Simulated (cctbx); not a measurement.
**Diagnosing a refinement**

Cell a = 4.9560 Å, b = 8.2770 Å, c = 3.9440 Å, α = 90.00°, β = 90.00°, γ = 90.00°; space group Cmmm (no. 65). The compound is DyVCo4.

The data are simulated with cctbx, not measured: Mo Kα, λ = 0.71073 Å, to d = 0.6 Å, 70 % of the full sphere, strongest reflection 40000 counts, noise from counting, a 3 % proportional error and a noise floor of 15 counts (s.d.); no absorption.

An anisotropic refinement with weights 1/σ² prints:

```text
Rint 0.027, 249 unique reflections to 0.60 A
cycle     R1     wR2    GooF  max shift (A)
   1  0.2340  0.4867  20.778   0.00272
   2  0.2339  0.4676  19.961   0.00005
final R1 0.2338 wR2 0.4676 GooF 19.961  parameters 11  data/parameter 22.6
atom        x        y        z      Ueq    occ   su(xyz)  su(Uiso or U11)
Dy1    0.50000  0.00000  0.00000   0.0067  1.000  0.00000  0.0017
Co1    0.25000  0.75000  0.50000   0.0062  1.000  0.00000  0.0037
Co2    0.50000  0.67658  0.00000   0.0027  1.000  0.00097  0.0032
difference map: max 136.92 min -13.27 rms 4.93
Q1    0.0000  0.0000  0.5000    2  142.74  2.41 A from Co1
Q2    0.0000  0.5000  0.0000    2   73.60  0.00 A from Dy1
Q3    0.0000  0.2050  0.0000    4   16.33  0.24 A from Co2
Q4    0.2500  0.2500  0.5000    4   10.62  0.00 A from Co1
Q5    0.2500  0.2500  0.0000    4    8.73  1.38 A from Co2
Q6    0.0000  0.3090  0.0000    4    7.18  1.10 A from Co2
```

Q: Accept it or mend it, and why?

Mend it. The fault: an atom left out, V at (0, 0, 1/2). Against the right model at the same level, R1 goes from 0.0093 to 0.2338 and GooF from 0.88 to 19.96 and the top difference peak, 142.7 e/Å³, lies 2.41 Å from Co1. Q1 is the missing atom. With scattering power missing, scale and phases suffer, so peaks may also grow on the heavy atoms.

The compound is DyVCo4. The right model at the same level gives:

```text
Rint 0.027, 249 unique reflections to 0.60 A
cycle     R1     wR2    GooF  max shift (A)
   1  0.0196  0.0525   2.255   0.00051
   2  0.0093  0.0206   0.883   0.00000
final R1 0.0093 wR2 0.0206 GooF 0.883  parameters 14  data/parameter 17.8
atom        x        y        z      Ueq    occ   su(xyz)  su(Uiso or U11)
Dy1    0.50000  0.00000  0.00000   0.0096  1.000  0.00000  0.0001
Co1    0.25000  0.75000  0.50000   0.0128  1.000  0.00000  0.0002
Co2    0.50000  0.67632  0.00000   0.0089  1.000  0.00004  0.0001
V1     0.00000  0.00000  0.50000   0.0115  1.000  0.00000  0.0002
difference map: max 0.64 min -0.62 rms 0.18
Q1    0.0000  0.5000  0.3820    4    0.65  1.51 A from Dy1
Q2    0.0000  0.2333  0.3491    8    0.64  1.38 A from Co1
Q3    0.0000  0.3065  0.5000    4    0.59  1.32 A from Co1
Q4    0.2357  0.0000  0.0000    4    0.58  1.31 A from Dy1
Q5    0.0000  0.4007  0.5000    4    0.57  1.76 A from Co1
Q6    0.0755  0.2210  0.5000    8    0.52  0.90 A from Co1
```

Isotropic U is held between 0.0001 and 1 Å² by the program, and listed peak heights are interpolated, so they can pass the grid's maximum.

This is a model crystal, built by substitution and not relaxed, with assumed displacement parameters.

[Middle refinement cycles are left out of these outputs.]

[Logs are printed without paths, hosts, clocks, repeated set-up lines and the standing remarks that a program may print on its own settings, such as how far it seeks lower states.]
